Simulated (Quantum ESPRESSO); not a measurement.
## NiO: spin spirals in supercells

This program has no spiral boundary conditions, so spirals of NiO are built in supercells. What do they cost, in energy and in time?

Method: LDA with U = 6 eV on Ni d (ortho-atomic projectors); plane waves with GBRV 1.5 LDA potentials, no spin-orbit coupling, flat spiral in a supercell, in Quantum ESPRESSO 7.5.

**1. Set-up**

Symmetry: Fm-3m, No. 225, cubic system. Conventional cell: a = 4.172 Å, b = 4.172 Å, c = 4.172 Å, α = 90.00°, β = 90.00°, γ = 90.00°. Nearest to Ni lie 6 O at 2.09 Å. O has 6 Ni at 2.09 Å nearest. Farther neighbours and most contacts between anions are not listed.

The cell comes from the Crystallography Open Database.

**2. Parallel moments, one cell**

The input, pw.in:

```
&CONTROL
  calculation = 'scf'
  prefix = 'pwscf'
  outdir = './tmp'
  pseudo_dir = './pseudo'
  disk_io = 'nowf'
/
&SYSTEM
  ibrav = 0
  celldm(1) = 8
  nat = 2
  ntyp = 2
  ecutwfc = 34
  ecutrho = 238
  nbnd = 38
  occupations = 'smearing'
  smearing = 'fd'
  degauss = 0.00734986
  noncolin = .true.
  starting_magnetization(1) = 0.1111
  angle1(1) = 90
  angle2(1) = 0
  starting_magnetization(2) = 0
/
&ELECTRONS
  conv_thr = 2d-08
  electron_maxstep = 150
  mixing_beta = 0.3
/
ATOMIC_SPECIES
Ni     58.6934 ni_lda_v1.4.uspp.F.UPF
O      15.9990 o_lda_v1.2.uspp.F.UPF
CELL_PARAMETERS alat
   0.0000000000000    0.4927228531442    0.4927228531442
   0.4927228531442    0.0000000000000    0.4927228531442
   0.4927228531442    0.4927228531442    0.0000000000000
ATOMIC_POSITIONS crystal
Ni      0.0000000000    0.0000000000    0.0000000000
O       0.5000000000    0.5000000000    0.5000000000
K_POINTS automatic
6 6 12 0 0 0
HUBBARD {ortho-atomic}
U Ni-3d 6.0000
```

Started as:

```bash
> OMP_NUM_THREADS=1 mpirun -n 4 pw.x -nk 4 -in pw.in > pw.out
```

Output:

```text
Program PWSCF v.7.5 starts

     Message from routine setup:
     using ibrav=0 with symmetry is DISCOURAGED, use correct ibrav instead

     K-points division:     npool     =       4
     Subspace diagonalization in iterative solution of the eigenvalue problem:

     G-vector sticks info
     --------------------
     sticks:   dense  smooth     PW     G-vecs:    dense   smooth      PW
     Sum         511     295     97                 7631     3287     645

     Using Slab Decomposition

     bravais-lattice index     =            0
     lattice parameter (alat)  =       8.0000  a.u.
     unit-cell volume          =     122.4921 (a.u.)^3
     number of atoms/cell      =            2
     number of atomic types    =            2
     number of electrons       =        24.00
     number of Kohn-Sham states=           38
     kinetic-energy cutoff     =      34.0000  Ry
     charge density cutoff     =     238.0000  Ry
     scf convergence threshold =      2.0E-08
     mixing beta               =       0.3000
     number of iterations used =            8  plain     mixing
     Exchange-correlation= SLA  PZ   NOGX NOGC
                           (   1   1   0   0   0   0   0)
     Noncollinear calculation without spin-orbit

     Hubbard projectors: ortho-atomic
     Hubbard parameters of DFT+U (Dudarev formulation) in eV:
     U(Ni-3d) =  6.0000

     Internal variables: lda_plus_u =T, lda_plus_u_kind = 0

     Internal variables: orbital_resolved =F, hub_pot_fix =F, apply_U = F

     celldm(1)=   8.000000  celldm(2)=   0.000000  celldm(3)=   0.000000
     celldm(4)=   0.000000  celldm(5)=   0.000000  celldm(6)=   0.000000

     crystal axes: (cart. coord. in units of alat)
               a(1) = (   0.000000   0.492723   0.492723 )
               a(2) = (   0.492723   0.000000   0.492723 )
               a(3) = (   0.492723   0.492723   0.000000 )

     reciprocal axes: (cart. coord. in units 2 pi/alat)
               b(1) = ( -1.014769  1.014769  1.014769 )
               b(2) = (  1.014769 -1.014769  1.014769 )
               b(3) = (  1.014769  1.014769 -1.014769 )

     PseudoPot. # 1 for Ni read from file:
     ni_lda_v1.4.uspp.F.UPF
     Pseudo is Ultrasoft + core correction, Zval = 18.0
     Generated by new atomic code, or converted to UPF format
     Using radial grid of  865 points,  6 beta functions with:
                l(1) =   0
                l(2) =   0
                l(3) =   1
                l(4) =   1
                l(5) =   2
                l(6) =   2
     Q(r) pseudized with 10 coefficients,  rinner =    0.980   0.980   0.980
                                                       0.980   0.980

     PseudoPot. # 2 for O  read from file:
     o_lda_v1.2.uspp.F.UPF
     Pseudo is Ultrasoft + core correction, Zval =  6.0
     Generated by new atomic code, or converted to UPF format
     Using radial grid of  737 points,  5 beta functions with:
                l(1) =   0
                l(2) =   0
                l(3) =   1
                l(4) =   1
                l(5) =   2
     Q(r) pseudized with  8 coefficients,  rinner =    0.900   0.900   0.900
                                                       0.900   0.900

     atomic species   valence    mass     pseudopotential
     Ni               18.00    58.69340     Ni( 1.00)
     O                 6.00    15.99900     O ( 1.00)

     16 Sym. Ops., with inversion, found

   Cartesian axes

     site n.     atom                  positions (alat units)
         1        Ni     tau(   1) = (   0.0000000   0.0000000   0.0000000  )
         2        O      tau(   2) = (   0.4927229   0.4927229   0.4927229  )

     number of k points=    93  Fermi-Dirac smearing, width (Ry)=  0.0073
                       cart. coord. in units 2pi/alat
        k(    1) = (   0.0000000   0.0000000   0.0000000), wk =   0.0023148
        k(    2) = (   0.0845641   0.0845641  -0.0845641), wk =   0.0046296
        k(    3) = (   0.1691282   0.1691282  -0.1691282), wk =   0.0185185
        k(    4) = (   0.2536923   0.2536923  -0.2536923), wk =   0.0046296
        k(    5) = (   0.3382564   0.3382564  -0.3382564), wk =   0.0185185
        [... 88 further k-points ...]

     Dense  grid:     7631 G-vectors     FFT dimensions: (  27,  27,  27)

     Smooth grid:     3287 G-vectors     FFT dimensions: (  24,  24,  24)

     Check: negative core charge=   -0.000011
     Generating pointlists ...
     new r_m :   0.2032 (alat units)  1.6260 (a.u.) for type    1
     new r_m :   0.2032 (alat units)  1.6260 (a.u.) for type    2

     Initial potential from superposition of free atoms

     starting charge      22.0000, renormalised to      24.0000

     STARTING HUBBARD OCCUPATIONS:

     ================= HUBBARD OCCUPATIONS ================
     ------------------------ ATOM    1 ------------------------
     Tr[ns(  1)] (up, down, total) =   4.00000  4.00000  8.00000
     [... lines left out ...]
     Atomic magnetic moment mx, my, mz =     2.000000    0.000000    0.000000

     Number of occupied Hubbard levels =    8.0000

 ==============================================================================
     atom number    1 relative position :    0.0000   0.0000   0.0000
     charge :    16.785778  (integrated on a sphere of radius 0.203)
     magnetization :          1.852315    0.000000    0.000000
     magnetization/charge:    0.110350    0.000000    0.000000
     polar coord.: r, theta, phi [deg] :     1.852315   90.000000    0.000000

 ==============================================================================

 ==============================================================================
     atom number    2 relative position :    0.4927   0.4927   0.4927
     charge :     5.497597  (integrated on a sphere of radius 0.203)
     magnetization :          0.006224    0.000000    0.000000
     magnetization/charge:    0.001132    0.000000    0.000000
     polar coord.: r, theta, phi [deg] :     0.006224   90.000000    0.000000

 ==============================================================================

     Atomic wfc used for Hubbard projectors are orthogonalized

     Starting wfcs are   34 randomized atomic wfcs +    4 random wfcs

     Self-consistent Calculation

     iteration #  1     ecut=    34.00 Ry     beta= 0.30
     Davidson diagonalization with overlap
     ethr =  1.00E-02,  avg # of iterations =  6.4

     ================= HUBBARD OCCUPATIONS ================
     ------------------------ ATOM    1 ------------------------
     Tr[ns(  1)] (up, down, total) =   1.99934  1.99934  3.99869
     [... lines left out ...]
     Atomic magnetic moment mx, my, mz =     2.393214   -0.000000    0.000000

     Number of occupied Hubbard levels =    3.9987

     total energy              =    -367.24312538 Ry
     estimated scf accuracy    <      28.06063077 Ry

     total magnetization       =     2.59    -0.00     0.00 Bohr mag/cell
     absolute magnetization    =     2.63 Bohr mag/cell

     iteration #  2     ecut=    34.00 Ry     beta= 0.30
     Davidson diagonalization with overlap
     ethr =  1.00E-02,  avg # of iterations =  3.0

     total energy              =    -373.70003764 Ry
     estimated scf accuracy    <      11.00709457 Ry

     total magnetization       =     0.20    -0.00     0.00 Bohr mag/cell
     absolute magnetization    =     0.21 Bohr mag/cell

     iteration #  3     ecut=    34.00 Ry     beta= 0.30
     Davidson diagonalization with overlap
     ethr =  1.00E-02,  avg # of iterations =  2.1

     total energy              =    -375.06416495 Ry
     estimated scf accuracy    <       0.39590601 Ry

     total magnetization       =     2.00    -0.00    -0.00 Bohr mag/cell
     absolute magnetization    =     2.01 Bohr mag/cell

     [... further iterations left out ...]

     iteration #  8     ecut=    34.00 Ry     beta= 0.30
     Davidson diagonalization with overlap
     ethr =  2.51E-07,  avg # of iterations =  1.9

     total energy              =    -375.26745520 Ry
     estimated scf accuracy    <       0.00000744 Ry

     total magnetization       =     2.00     0.00    -0.00 Bohr mag/cell
     absolute magnetization    =     2.01 Bohr mag/cell

     iteration #  9     ecut=    34.00 Ry     beta= 0.30
     Davidson diagonalization with overlap
     ethr =  3.10E-08,  avg # of iterations =  1.0

     total energy              =    -375.26746119 Ry
     estimated scf accuracy    <       0.00000392 Ry

     total magnetization       =     2.00     0.00    -0.00 Bohr mag/cell
     absolute magnetization    =     2.01 Bohr mag/cell

     iteration # 10     ecut=    34.00 Ry     beta= 0.30
     Davidson diagonalization with overlap
     ethr =  1.64E-08,  avg # of iterations =  1.8

     total energy              =    -375.26746417 Ry
     estimated scf accuracy    <       0.00000012 Ry

     total magnetization       =     2.00    -0.00    -0.00 Bohr mag/cell
     absolute magnetization    =     2.01 Bohr mag/cell

     iteration # 11     ecut=    34.00 Ry     beta= 0.30
     Davidson diagonalization with overlap
     ethr =  4.89E-10,  avg # of iterations =  2.0

 ==============================================================================
     atom number    1 relative position :    0.0000   0.0000   0.0000
     charge :    15.621667  (integrated on a sphere of radius 0.203)
     magnetization :          1.697324   -0.000000    0.000000
     magnetization/charge:    0.108652   -0.000000    0.000000
     polar coord.: r, theta, phi [deg] :     1.697324   90.000000   -0.000000

 ==============================================================================

 ==============================================================================
     atom number    2 relative position :    0.4927   0.4927   0.4927
     charge :     5.692625  (integrated on a sphere of radius 0.203)
     magnetization :          0.241754    0.000000    0.000000
     magnetization/charge:    0.042468    0.000000    0.000000
     polar coord.: r, theta, phi [deg] :     0.241754   90.000000    0.000000

 ==============================================================================

     End of self-consistent calculation

     ================= HUBBARD OCCUPATIONS ================
     ------------------------ ATOM    1 ------------------------
     Tr[ns(  1)] (up, down, total) =   4.11705  4.11705  8.23409
     [... lines left out ...]
     Atomic magnetic moment mx, my, mz =     1.715544   -0.000000   -0.000000

     Number of occupied Hubbard levels =    8.2341
     [... lines left out ...]
     the Fermi energy is    14.0756 ev

!    total energy              =    -375.26746677 Ry
     estimated scf accuracy    <          5.3E-09 Ry
     smearing contrib. (-TS)   =      -0.00000180 Ry
     internal energy E=F+TS    =    -375.26746497 Ry

     The total energy is F=E-TS. E is the sum of the following terms:
     one-electron contribution =    -216.08184509 Ry
     hartree contribution      =     122.22326303 Ry
     xc contribution           =     -42.25294625 Ry
     ewald contribution        =    -239.22330755 Ry
     Hubbard energy            =       0.06737090 Ry

     total magnetization       =     2.00    -0.00     0.00 Bohr mag/cell
     absolute magnetization    =     2.01 Bohr mag/cell

     convergence has been achieved in  11 iterations

=------------------------------------------------------------------------------=
   JOB DONE.
=------------------------------------------------------------------------------=
```

Wall time 16 s (4 MPI ranks of Arm Neoverse V2, shared host); peak memory 0.3 GiB.

Spin moment in the atom's sphere by atom:

```tsv
atom	x (μB)	y (μB)	z (μB)	size
Ni1	1.70	0.00	0.00	1.70
O2	0.24	0.00	0.00	0.24
```

Numbers from this step:

```
smearing term TS       : 2.45e-5 eV
magnetization          : 2, 0, 0 μB
absolute magnetization : 2.011 μB
final state            : ferromagnetic
```

**3. One turn in 2 cells along the input cell's c**

Neighbouring cells are turned by 180° in the xy plane; the cell holds 4 atoms.

The input, pw.in:

```
&CONTROL
  calculation = 'scf'
  prefix = 'pwscf'
  outdir = './tmp'
  pseudo_dir = './pseudo'
  disk_io = 'nowf'
/
&SYSTEM
  ibrav = 0
  celldm(1) = 8
  nat = 4
  ntyp = 4
  ecutwfc = 34
  ecutrho = 238
  nbnd = 66
  occupations = 'smearing'
  smearing = 'fd'
  degauss = 0.00734986
  noncolin = .true.
  starting_magnetization(1) = 0.1111
  angle1(1) = 90
  angle2(1) = 0
  starting_magnetization(2) = 0.1111
  angle1(2) = 90
  angle2(2) = 180
  starting_magnetization(3) = 0
  starting_magnetization(4) = 0
/
&ELECTRONS
  conv_thr = 4d-08
  electron_maxstep = 150
  mixing_beta = 0.3
/
ATOMIC_SPECIES
Ni1    58.6934 ni_lda_v1.4.uspp.F.UPF
Ni2    58.6934 ni_lda_v1.4.uspp.F.UPF
O1     15.9990 o_lda_v1.2.uspp.F.UPF
O2     15.9990 o_lda_v1.2.uspp.F.UPF
CELL_PARAMETERS alat
   0.0000000000000    0.4927228531442    0.4927228531442
   0.4927228531442    0.0000000000000    0.4927228531442
   0.9854457062883    0.9854457062883    0.0000000000000
ATOMIC_POSITIONS crystal
Ni1     0.0000000000    0.0000000000    0.0000000000
Ni2     0.0000000000    0.0000000000    0.5000000000
O1      0.5000000000    0.5000000000    0.2500000000
O2      0.5000000000    0.5000000000    0.7500000000
K_POINTS automatic
6 6 6 0 0 0
HUBBARD {ortho-atomic}
U Ni1-3d 6.0000
U Ni2-3d 6.0000
```

Output:

```text
     [... lines left out ...]
Program PWSCF v.7.5 starts
     [... lines left out ...]
     number of atoms/cell      =            4
     [... lines left out ...]
     number of electrons       =        48.00
     number of Kohn-Sham states=           66
     kinetic-energy cutoff     =      34.0000  Ry
     charge density cutoff     =     238.0000  Ry
     scf convergence threshold =      4.0E-08
     [... lines left out ...]
     Noncollinear calculation without spin-orbit
     [... lines left out ...]
      2 Sym. Ops. (no inversion) found
     [... lines left out ...]
     number of k points=   114  Fermi-Dirac smearing, width (Ry)=  0.0073
     [... lines left out ...]
     iteration # 13     ecut=    34.00 Ry     beta= 0.30
     [... lines left out ...]
     atom number    1 relative position :    0.0000   0.0000   0.0000
     [... lines left out ...]
     magnetization :          1.629057   -0.000013    0.000013
     [... lines left out ...]
     atom number    2 relative position :    0.4927   0.4927   0.0000
     [... lines left out ...]
     magnetization :         -1.629057    0.000021   -0.000021
     [... lines left out ...]
     atom number    3 relative position :    0.4927   0.4927   0.4927
     [... lines left out ...]
     magnetization :          0.000000    0.000000   -0.000000
     [... lines left out ...]
     atom number    4 relative position :    0.9854   0.9854   0.4927
     [... lines left out ...]
     magnetization :          0.000000    0.000000   -0.000000
     [... lines left out ...]
     Tr[ns(  1)] (up, down, total) =   4.13540  4.13539  8.27079
     [... lines left out ...]
     Tr[ns(  2)] (up, down, total) =   4.13538  4.13541  8.27079
     [... lines left out ...]
     the Fermi energy is    13.9598 ev
!    total energy              =    -750.55376445 Ry
     estimated scf accuracy    <       0.00000004 Ry
     smearing contrib. (-TS)   =      -0.00000001 Ry
     [... lines left out ...]
     total magnetization       =     0.00     0.00    -0.00 Bohr mag/cell
     absolute magnetization    =     3.51 Bohr mag/cell
     convergence has been achieved in  13 iterations
```

Run time: 86 s. Hardware: 4 MPI ranks; peak memory 0.57 GiB; 5.7 min of CPU time.

Spin moment in the atom's sphere by atom:

```tsv
atom	x (μB)	y (μB)	z (μB)	size
Ni1	1.63	0.00	0.00	1.63
Ni2	-1.63	0.00	0.00	1.63
O3	0.00	0.00	0.00	0.00
O4	0.00	0.00	0.00	0.00
```

Read from the output:

* smearing term TS: 1.16e-7 eV
* magnetization: 0, 0, 0 μB
* absolute magnetization: 3.514 μB
* final state: antiferromagnetic

(Continued in part 2 of 2.)

[Logs and program files are shortened in this print: banners, set-up blocks, solver, clock and traceback lines can be left out without a mark of their own.]

[Logs are printed without paths, hosts, clocks, repeated set-up lines and the standing remarks that a program may print on its own settings, such as how far it seeks lower states.]

[Hosts, paths, dates, database ids (printed as entryN), source tags and the programs' standing remarks are cut or masked in the printed files.]

[Where a cell is said to come from a database of computed structures, the database is the Materials Project.]
